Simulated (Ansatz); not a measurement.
# YTlBi2: relaxing a made-up structure

Starting from a made-up structure for YTlBi2, the aim is the relaxed cell, its shortest contacts and, where a second run follows, its electronic structure.

Calculated with Ansatz 0.2.0; DFT, PBE, plane-wave PAW, files of the set soft_1, scalar-relativistic, no spin, cell and ions relaxed at zero pressure; PAW set soft_1, in the first sound run; inputs show where later runs differ.

## Step 1: Starting point

Symmetry: P4/nmm, No. 129, tetragonal system. The conventional cell has a = 4.692 Å, b = 4.692 Å, c = 11.168 Å, α = 90.00°, β = 90.00°, γ = 90.00°. Bi has 4 Bi at 3.32 Å and 4 Y at 3.57 Å nearest. Nearest to Bi lie 4 Tl at 2.98 Å and 4 Y at 3.48 Å. Nearest to Tl lie 4 Bi at 2.98 Å and 4 Tl at 3.32 Å and 4 Y at 3.73 Å. Nearest to Y lie 8 Bi at 3.48 to 3.57 Å and 4 Tl at 3.73 Å. Farther neighbours are not listed.

## Step 2: Relaxing cell and atoms

The guessed cell has no reason to be at equilibrium. It is relaxed with the atoms, within the space group of the guess.

The input, input.yaml:

```yaml
crystal:
  lattice:
    - [4.692, 0.0, 0.0]
    - [0.0, 4.692, 0.0]
    - [0.0, 0.0, 11.168]
  atoms:
    - { symbol: Bi, position: [0.5, 0.5, 0.5] }
    - { symbol: Bi, position: [0.0, 0.0, 0.5] }
    - { symbol: Bi, position: [0.5, 0.0, 0.1643] }
    - { symbol: Bi, position: [0.0, 0.5, 0.8357] }
    - { symbol: Tl, position: [0.5, 0.5, 0.0] }
    - { symbol: Tl, position: [0.0, 0.0, 0.0] }
    - { symbol: "Y", position: [0.5, 0.0, 0.7408] }
    - { symbol: "Y", position: [0.0, 0.5, 0.2592] }
kpoints:
  mp_grid: { grid: [6, 6, 3] }
scf:
  occupations: { method: fermi_dirac, width: 0.05 }
hamiltonian:
  xc: pbe
  pseudopotentials: { kind: paw, azcp: { folder: soft_1 } }
relax:
  f_tol: 0.015
  max_steps: 70
  cell: {}
output:
  forces: true
  stress: true
```

Launch:

```console
$ ansatz run input.yaml --threads 4 --pin off --max-ram 10240MiB --backend cpu --events-out ev --progress --plain --runs-dir out
```

Numbers of over 12 decimals in the logs are rounded to 6 here.

The program printed:

```text
Engine: ansatz 0.2.0, x86_64-unknown-linux-gnu
Pseudopotentials: kind: paw
Pseudopotential: Bi, paw, valence charge 15, recommended cutoff 420 eV (normal), soft_1/Bi.paw.azcp
Pseudopotential: Tl, paw, valence charge 13, recommended cutoff 420 eV (normal), soft_1/Tl.paw.azcp
Pseudopotential: Y, paw, valence charge 11, recommended cutoff 420 eV (normal), soft_1/Y.paw.azcp
Functional definition: PBE
  parameter kappa = 0.804
  parameter beta = 0.066725
  exchange = pbe_x(kappa = kappa, mu = beta*pi^2/3)
  correlation = pbe_c(beta = beta)
Crystal: 8 atoms, lattice volume = 245.862 Å³
Basis set: ecut = 420 eV, 4813 PW (Γ), exchange–correlation on 64×64×150 points (8 copies of the dense FFT grid, shifted against one another)
Bands: 65, of which v1, the nominal top of the filled ones, is band 54 counted from 1 (53 counted from 0)
Symmetry: 16 space group operations
Space group: P4/nmm (ITA 129), of the structure as read, at distance tolerance 6.3e-5 Å
k-points: 20 of 108
Non-local potential: Bi, projectors of the file, l = 0: 2, l = 1: 2, l = 2: 2, l = 3: 1
Non-local potential: Tl, projectors of the file, l = 0: 2, l = 1: 2, l = 2: 2, l = 3: 1
Non-local potential: Y, projectors of the file, l = 0: 3, l = 1: 2, l = 2: 2, l = 3: 1
PAW form: soft (Blöchl's): semilocal exchange-correlation on the pseudo side does not see the compensation charge
PAW one-centre angular grid: Bi, 590 points (default); XC on 64 Gauss nodes
PAW one-centre angular grid: Tl, 590 points (default); XC on 64 Gauss nodes
PAW one-centre angular grid: Y, 590 points (default); XC on 64 Gauss nodes
Initial density: superposition of atomic densities (chi_scale 0.1, normalization cell, long waves kept (reshape's long-wave potential 0.50 eV rms))
Initial wavefunctions: pseudopotential atomic-orbital guess
Functional: x = pbe(κ = 0.804, μ = 0.219515), c = pbe(β = 0.066725)
SCF iter   1: F=—  HF=-80191.367244 eV  |F-HF|=—  |Δ(HF+E_count)|=         —  Δρ=3.62e-2  dr2=3.75e1  ethr=3.10e-3  ⟨swp⟩=6.2  Hψ=4657  notcnv=0
preconditioner: auto → Kerker (q_TF=auto, 2.379 Å⁻¹)  [metal: Δε(μ)=0.065 eV  Ē_g=14.937 eV  σ=0.050 eV  W_gap=0.31  n_scr=56 (ndim 8)  ℏωp=22.7 eV  f_vac=0.000  D(μ)=5.92/eV (n_scr^D=38)]
SCF iter   2: F=—  HF=-80189.001911 eV  |F-HF|=—  |Δ(HF+E_count)|=    2.37e0  Δρ=2.12e-2  dr2=1.53e1  ethr=3.10e-3  ⟨swp⟩=2.6  Hψ=1714  notcnv=1  defer=27
SCF iter   3: F=—  HF=-80187.520521 eV  |F-HF|=—  |Δ(HF+E_count)|=    1.48e0  Δρ=4.96e-3  dr2=1.21e0  ethr=3.10e-3  ⟨swp⟩=3.1  Hψ=2002  notcnv=0  defer=31
SCF iter   4: F=—  HF=-80187.431847 eV  |F-HF|=—  |Δ(HF+E_count)|=   8.87e-2  Δρ=2.68e-3  dr2=5.11e-2  ethr=1.12e-3  ⟨swp⟩=2.6  Hψ=1666  notcnv=0  defer=31
SCF iter   5: F=—  HF=-80187.425206 eV  |F-HF|=—  |Δ(HF+E_count)|=   6.64e-3  Δρ=8.40e-4  dr2=1.93e-2  ethr=4.73e-5  ⟨swp⟩=2.0  Hψ=1734  notcnv=0  defer=32
SCF iter   6: F=—  HF=-80187.423999 eV  |F-HF|=—  |Δ(HF+E_count)|=   1.21e-3  Δρ=2.76e-4  dr2=6.90e-4  ethr=1.79e-5  ⟨swp⟩=1.9  Hψ=1351  notcnv=0  defer=32
SCF iter   7: F=—  HF=-80187.424030 eV  |F-HF|=—  |Δ(HF+E_count)|=   3.06e-5  Δρ=9.80e-5  dr2=1.20e-4  ethr=6.39e-7  ⟨swp⟩=2.0  Hψ=1567  notcnv=0  defer=32
SCF iter   8: F=—  HF=-80187.424028 eV  |F-HF|=—  |Δ(HF+E_count)|=   2.03e-6  Δρ=3.15e-5  dr2=1.29e-5  ethr=1.11e-7  ⟨swp⟩=1.9  Hψ=1385  notcnv=0  defer=32
SCF iter   9: F=—  HF=-80187.424045 eV  |F-HF|=—  |Δ(HF+E_count)|=   1.68e-5  Δρ=7.19e-6  dr2=2.12e-7  ethr=1.19e-8  ⟨swp⟩=2.0  Hψ=1500  notcnv=0  defer=32
SCF iter  10: F=-80187.424045 eV  HF=-80187.424045 eV  |F-HF|=3.67e-9  |Δ(HF+E_count)|=   6.16e-8  Δρ=2.03e-6  dr2=1.78e-8  ethr=9.26e-11  ⟨swp⟩=4.0  Hψ=4151  notcnv=0
SCF 1 converged in 10 iterations: F = -80187.424045 eV  dr2 = 1.78e-8
  greatest PAW one-centre occupation: 0.992 electrons in one spin orbital (limit 2), on the Y atom at site 7 (counted from 0), in its partial waves of l = 0
relax step   1: F+E_penalty+E_count = -80187.42404465 eV  Δ(F+E_penalty+E_count) = +0.000e0 eV  max|allowed force component| = 2.978e0 eV/Å  Δτ_max = 0.0000 Å  P = +3.713 GPa  Ω = 245.862 Å³  (10 SCF iters, dr2 threshold 1.00e-7 eV, accepted)
Crystal: 8 atoms, lattice volume = 251.405 Å³
Basis set: ecut = 420 eV, 4901 PW (Γ), exchange–correlation on 64×64×150 points (8 copies of the dense FFT grid, shifted against one another)
Initial density: handed on by an earlier stage of this run
Initial wavefunctions: those handed on with the density
iter 1 solved again at ethr=3.97e-5 eV; its pass at ethr=3.10e-3 eV (dr2=4.28e-2 eV) is discarded
SCF iter   1: F=—  HF=-80188.601199 eV  |F-HF|=—  |Δ(HF+E_count)|=         —  Δρ=3.99e-3  dr2=4.40e-2  ethr=3.97e-5  ⟨swp⟩=1.9  Hψ=6386  notcnv=0
preconditioner: auto → Kerker (q_TF=auto, 2.370 Å⁻¹)  [metal: Δε(μ)=0.037 eV  Ē_g=16.826 eV  σ=0.050 eV  W_gap=0.18  n_scr=56 (ndim 8)  ℏωp=23.9 eV  f_vac=0.000  D(μ)=5.36/eV (n_scr^D=38)]
SCF iter   2: F=—  HF=-80188.594057 eV  |F-HF|=—  |Δ(HF+E_count)|=   7.14e-3  Δρ=2.29e-3  dr2=1.40e-2  ethr=3.97e-5  ⟨swp⟩=1.2  Hψ=1305  notcnv=0
SCF iter   3: F=—  HF=-80188.591797 eV  |F-HF|=—  |Δ(HF+E_count)|=   2.26e-3  Δρ=3.56e-4  dr2=3.78e-4  ethr=1.29e-5  ⟨swp⟩=2.0  Hψ=2223  notcnv=0
SCF iter   4: F=—  HF=-80188.591894 eV  |F-HF|=—  |Δ(HF+E_count)|=   9.74e-5  Δρ=9.73e-5  dr2=3.35e-5  ethr=3.50e-7  ⟨swp⟩=2.0  Hψ=1527  notcnv=0
SCF iter   5: F=—  HF=-80188.591900 eV  |F-HF|=—  |Δ(HF+E_count)|=   5.72e-6  Δρ=2.95e-5  dr2=3.23e-6  ethr=3.10e-8  ⟨swp⟩=2.0  Hψ=1823  notcnv=0
SCF iter   6: F=-80188.591901 eV  HF=-80188.591901 eV  |F-HF|=9.66e-8  |Δ(HF+E_count)|=   9.21e-7  Δρ=9.48e-6  dr2=4.14e-7  ethr=7.41e-10  ⟨swp⟩=4.0  Hψ=4480  notcnv=0
SCF 2 converged in 6 iterations: F = -80188.591901 eV  dr2 = 4.14e-7
relax step   2: F+E_penalty+E_count = -80188.59190074 eV  Δ(F+E_penalty+E_count) = -1.168e0 eV  max|allowed force component| = 2.020e0 eV/Å  Δτ_max = 0.1990 Å  P = +0.671 GPa  Ω = 251.405 Å³  energy of the carried Pulay correction = -4.392e-4 eV  (6 SCF iters, dr2 threshold 8.00e-7 eV, accepted)
Crystal: 8 atoms, lattice volume = 250.037 Å³
Basis set: ecut = 420 eV, 4885 PW (Γ), exchange–correlation on 64×64×150 points (8 copies of the dense FFT grid, shifted against one another)
iter 1 solved again at ethr=3.95e-5 eV; its pass at ethr=3.10e-3 eV (dr2=4.26e-2 eV) is discarded
SCF iter   1: F=—  HF=-80189.387650 eV  |F-HF|=—  |Δ(HF+E_count)|=         —  Δρ=4.02e-3  dr2=4.17e-2  ethr=3.95e-5  ⟨swp⟩=2.1  Hψ=7177  notcnv=0
preconditioner: auto → Kerker (q_TF=auto, 2.372 Å⁻¹)  [metal: Δε(μ)=0.069 eV  Ē_g=16.801 eV  σ=0.050 eV  W_gap=0.32  n_scr=56 (ndim 8)  ℏωp=23.9 eV  f_vac=0.000  D(μ)=4.13/eV (n_scr^D=18)]
SCF iter   2: F=—  HF=-80189.381062 eV  |F-HF|=—  |Δ(HF+E_count)|=   6.59e-3  Δρ=2.31e-3  dr2=1.42e-2  ethr=3.86e-5  ⟨swp⟩=1.4  Hψ=1315  notcnv=0
SCF iter   3: F=—  HF=-80189.378503 eV  |F-HF|=—  |Δ(HF+E_count)|=   2.56e-3  Δρ=3.50e-4  dr2=5.64e-4  ethr=1.32e-5  ⟨swp⟩=2.0  Hψ=2214  notcnv=0
SCF iter   4: F=—  HF=-80189.378516 eV  |F-HF|=—  |Δ(HF+E_count)|=   1.31e-5  Δρ=9.39e-5  dr2=4.71e-5  ethr=5.23e-7  ⟨swp⟩=2.0  Hψ=1495  notcnv=0
SCF iter   5: F=—  HF=-80189.378517 eV  |F-HF|=—  |Δ(HF+E_count)|=   8.04e-7  Δρ=3.27e-5  dr2=4.67e-6  ethr=4.36e-8  ⟨swp⟩=2.9  Hψ=2421  notcnv=0
SCF iter   6: F=—  HF=-80189.378517 eV  |F-HF|=—  |Δ(HF+E_count)|=   7.49e-7  Δρ=1.17e-5  dr2=8.07e-7  ethr=7.41e-10  ⟨swp⟩=4.0  Hψ=4050  notcnv=0
SCF iter   7: F=-80189.378517 eV  HF=-80189.378518 eV  |F-HF|=6.79e-8  |Δ(HF+E_count)|=   1.78e-7  Δρ=3.23e-6  dr2=1.06e-7  ethr=7.41e-10  ⟨swp⟩=4.0  Hψ=3758  notcnv=0
SCF 3 converged in 7 iterations: F = -80189.378517 eV  dr2 = 1.06e-7
relax step   3: F+E_penalty+E_count = -80189.37851747 eV  Δ(F+E_penalty+E_count) = -7.866e-1 eV  max|allowed force component| = 1.269e0 eV/Å  Δτ_max = 0.1955 Å  P = -0.183 GPa  Ω = 250.037 Å³  energy of the carried Pulay correction = -3.317e-4 eV  (7 SCF iters, dr2 threshold 8.00e-7 eV, accepted)
[...]
relax step   4: F+E_penalty+E_count = -80189.85443327 eV  Δ(F+E_penalty+E_count) = -4.759e-1 eV  max|allowed force component| = 5.875e-1 eV/Å  Δτ_max = 0.1971 Å  P = -0.064 GPa  Ω = 246.374 Å³  energy of the carried Pulay correction = -4.097e-5 eV  (7 SCF iters, dr2 threshold 8.00e-7 eV, accepted)
[...]
relax step   5: F+E_penalty+E_count = -80189.98049786 eV  Δ(F+E_penalty+E_count) = -1.261e-1 eV  max|allowed force component| = 9.325e-2 eV/Å  Δτ_max = 0.1883 Å  P = +0.489 GPa  Ω = 243.762 Å³  energy of the carried Pulay correction = +1.690e-4 eV  (6 SCF iters, dr2 threshold 8.00e-7 eV, accepted)
[...]
relax step   6: F+E_penalty+E_count = -80189.98712756 eV  Δ(F+E_penalty+E_count) = -6.630e-3 eV  max|allowed force component| = 3.511e-2 eV/Å  Δτ_max = 0.0230 Å  P = +0.068 GPa  Ω = 245.911 Å³  energy of the carried Pulay correction = -3.892e-6 eV  (5 SCF iters, dr2 threshold 8.00e-7 eV, accepted)
[...]
relax step   7: F+E_penalty+E_count = -80189.98975968 eV  Δ(F+E_penalty+E_count) = -2.632e-3 eV  max|allowed force component| = 2.012e-2 eV/Å  Δτ_max = 0.0148 Å  P = +0.013 GPa  Ω = 246.781 Å³  energy of the carried Pulay correction = -7.353e-5 eV  (6 SCF iters, dr2 threshold 1.33e-7 eV, accepted)
[...]
relax step   8: F+E_penalty+E_count = -80189.99006787 eV  Δ(F+E_penalty+E_count) = -3.082e-4 eV  max|allowed force component| = 3.290e-3 eV/Å  Δτ_max = 0.0098 Å  P = -0.013 GPa  Ω = 247.228 Å³  energy of the carried Pulay correction = -1.091e-4 eV  (7 SCF iters, dr2 threshold 2.53e-8 eV, accepted)
Basis set: ecut = 420 eV, 4815 PW (Γ), exchange–correlation on 64×64×160 points (8 copies of the dense FFT grid, shifted against one another)
Initial wavefunctions: pseudopotential atomic-orbital guess (no wavefunctions were taken with the density)
iter 1 solved again at ethr=3.76e-7 eV; its pass at ethr=3.10e-3 eV (dr2=4.06e-4 eV) is discarded
SCF iter   1: F=—  HF=-80189.989885 eV  |F-HF|=—  |Δ(HF+E_count)|=         —  Δρ=1.13e-4  dr2=1.04e-6  ethr=3.76e-7  ⟨swp⟩=3.0  Hψ=7835  notcnv=0
preconditioner: auto → Kerker (q_TF=auto, 2.377 Å⁻¹)  [metal: Δε(μ)=0.068 eV  Ē_g=16.918 eV  σ=0.050 eV  W_gap=0.30  n_scr=56 (ndim 8)  ℏωp=24.1 eV  f_vac=0.000  D(μ)=5.67/eV (n_scr^D=38)]
SCF iter   2: F=—  HF=-80189.990202 eV  |F-HF|=—  |Δ(HF+E_count)|=   3.16e-4  Δρ=5.74e-5  dr2=2.83e-7  ethr=9.67e-10  ⟨swp⟩=2.0  Hψ=2342  notcnv=0
SCF iter   3: F=—  HF=-80189.990262 eV  |F-HF|=—  |Δ(HF+E_count)|=   5.99e-5  Δρ=9.70e-7  dr2=1.16e-9  ethr=2.62e-10  ⟨swp⟩=2.2  Hψ=1876  notcnv=0
SCF iter   4: F=—  HF=-80189.990262 eV  |F-HF|=—  |Δ(HF+E_count)|=   2.53e-9  Δρ=2.66e-7  dr2=1.47e-10  ethr=1.00e-12  ⟨swp⟩=5.0  Hψ=4736  notcnv=0
SCF iter   5: F=-80189.990262 eV  HF=-80189.990262 eV  |F-HF|=5.82e-11  |Δ(HF+E_count)|=  2.18e-10  Δρ=6.55e-8  dr2=2.81e-11  ethr=1.00e-12  ⟨swp⟩=4.0  Hψ=3722  notcnv=0
SCF 9 converged in 5 iterations: F = -80189.990262 eV  dr2 = 2.81e-11
relax step   9: F+E_penalty+E_count = -80189.99026181 eV  Δ(F+E_penalty+E_count) = -1.939e-4 eV  max|allowed force component| = 3.251e-3 eV/Å  Δτ_max = 0.0000 Å  P = -0.014 GPa  Ω = 247.228 Å³  stress off target by 1.86e-2 GPa  SCF on the basis re-selected at this cell (its energy is not comparable with the rows above)  (5 SCF iters)
basis re-selected at this cell: Δ(F+E_penalty+E_count) = -1.939e-4 eV, ΔP = -0.001 GPa vs the last step (what re-selecting the basis moved, of the pressure what is left beyond the Pulay correction that the steps carried, after the strain that the cell walked since its last selection, with what the two solves' SCF thresholds leave and, on support functions, any second-order correction that the steps lacked; it is no measure of the basis error at this ecutwfc). The dense FFT grid was sized anew with the basis: this SCF ran on 32×32×80 points, the steps before it on 32×32×75, so part of this shift can come from that change (see relax.cell in the input reference). [rest of the remark cut]
SCF converged after 5 iterations
Free energy (F): -80189.990262 eV
Harris-Foulkes:  -80189.990262 eV  (|F-HF|=5.82e-11)
Internal energy: -80189.946836 eV  (E = F + TS)
E sigma→0 (E₀):  -80189.968549 eV
Entropy (-TS):   -0.043426 eV (-5.428 meV/atom)
Fermi energy:    10.861033 eV
--- Per-component energies (eV) ---
  E_band       = -558.842687
  E_kinetic    = 2183.000414
  E_local      = -8005.918770  (includes V_loc(G=0)·N_el)
  E_nonlocal   = 2313.813110
  E_hartree    = 2935.177758
  E_xc         = -1335.143283
  E_vxc        = -1181.980456  (∫ρ·V_xc dr)
  E_paw        = -68657.547765  (= ΣΔE_a)
  E_vpaw       = -1738.113130  (= ΣTr[D̂ρ^β])
  E_aug_tail   = 0.000790  (compensation charges beyond the density's cutoff)
  E_ewald      = -9623.329090
  E_smearing   = -0.043426  (= −TS)
  E_closure    = 0.000000  (closes the sum)
  Σ components = -80189.990262   (vs F -80189.990262, Δ=0.00e0)
--- Forces (eV/Å), atoms counted from 1 ---
  atom   1  Bi     0.00000000     0.00000000     0.00000000
  atom   2  Bi     0.00000000     0.00000000    -0.00000000
  atom   3  Bi     0.00000000     0.00000000    -0.00325133
  atom   4  Bi     0.00000000     0.00000000     0.00325133
  atom   5  Tl     0.00000000     0.00000000     0.00000000
  atom   6  Tl     0.00000000     0.00000000     0.00000000
  atom   7  Y      0.00000000     0.00000000    -0.00130475
  atom   8  Y      0.00000000     0.00000000     0.00130475
  max |Σ_I F_I| component: 0.00e0 eV/Å
--- Stress (GPa, compression-positive) ---
       -0.018592      -0.000000       0.000000
       -0.000000      -0.018592       0.000000
        0.000000       0.000000      -0.005800
  P = ⅓ Tr σ = -0.0143 GPa (-0.143 kbar)
--- Relaxed structure (8 steps of the walk, 8 accepted, 1 SCFs on fresh bases) ---
  F+E_penalty+E_count = -80189.99026181 eV   max|allowed force component| = 3.251e-3 eV/Å   (the final SCF, on the basis selected at the relaxed cell)
  cell:  # Å, volume = 247.2276 Å³
    - [4.594104, 0, 0.0]
    - [0, 4.594104, 0.0]
    - [0.0, 0.0, 11.713731]
  atoms:
    - { symbol: Bi, position: [0.5, 0.5, 0.5] }
    - { symbol: Bi, position: [0, 0, 0.5] }
    - { symbol: Bi, position: [0.5, 0, 0.231184] }
    - { symbol: Bi, position: [0, 0.5, 0.768816] }
    - { symbol: Tl, position: [0.5, 0.5, 0] }
    - { symbol: Tl, position: [0, 0, 0] }
    - { symbol: Y, position: [0.5, 0, 0.712899] }
    - { symbol: Y, position: [0, 0.5, 0.287101] }
```

Wall time 28 s (4 threads of Intel Xeon Platinum 8375C at 2.90GHz (Ice Lake), shared host); peak memory 0.88 GiB.

The steps of the relaxation:

```csv
step,energy less that of the first step (eV),largest force component (eV/Å),pressure (GPa),volume (Å³)
1,0.0000,2.9782,3.71,245.86
2,-1.1679,2.0199,0.67,251.41
3,-1.9545,1.2685,-0.18,250.04
4,-2.4304,0.5875,-0.06,246.37
5,-2.5565,0.0933,0.49,243.76
6,-2.5631,0.0351,0.07,245.91
7,-2.5657,0.0201,0.01,246.78
8,-2.5660,0.0033,-0.01,247.23
9*,-2.5662,0.0033,-0.01,247.23
```

Relaxation steps marked * repeat the geometry before them on a plane-wave basis chosen anew for their cell, so energy and pressure can jump there.

Forces are held to the 16 operations that the run works with; a distortion that breaks them can't arise in this run.

```csv
"conventional cell, symmetrised",before,after,change
a (Å),4.692,4.594,-2.1 %
b (Å),4.692,4.594,-2.1 %
c (Å),11.168,11.714,+4.9 %
volume (Å³/atom),30.73,30.90,+0.6 %
```

The atoms that moved most (Å, as changes of fractional coordinates times the final cell):

```csv
atom,dx,dy,dz,length
Bi4,0.000,0.000,-0.783,0.783
Bi3,0.000,0.000,0.783,0.783
Y7,0.000,0.000,-0.327,0.327
Y8,0.000,0.000,0.327,0.327
```

This step gave:

* free energy: -80189.9903 eV
* energy at zero smearing: -80189.9685 eV
* smearing term TS: 0.04343 eV
* Fermi energy: 10.86 eV
* electrons: 108
* symmetry operations: 16
* pressure: -0.01433 GPa

Shortest distances by pair of elements, guess and relaxed (not always the same contact):

```csv
pair,guess (Å),relaxed (Å)
Bi–Bi,3.318,3.249
Tl–Tl,3.318,3.249
Bi–Y,3.483,3.314
Bi–Tl,2.978,3.551
Tl–Y,3.726,4.073
```

The relaxation ends with a largest force component of 0.0033 eV/Å and a pressure of -0.01 GPa.

(Continued in part 2 of 2.)

[Logs are printed without paths, hosts, clocks, repeated set-up lines and the standing remarks that a program may print on its own settings, such as how far it seeks lower states.]

[Hosts, paths, dates, database ids (printed as entryN), source tags and the programs' standing remarks are cut or masked in the printed files.]
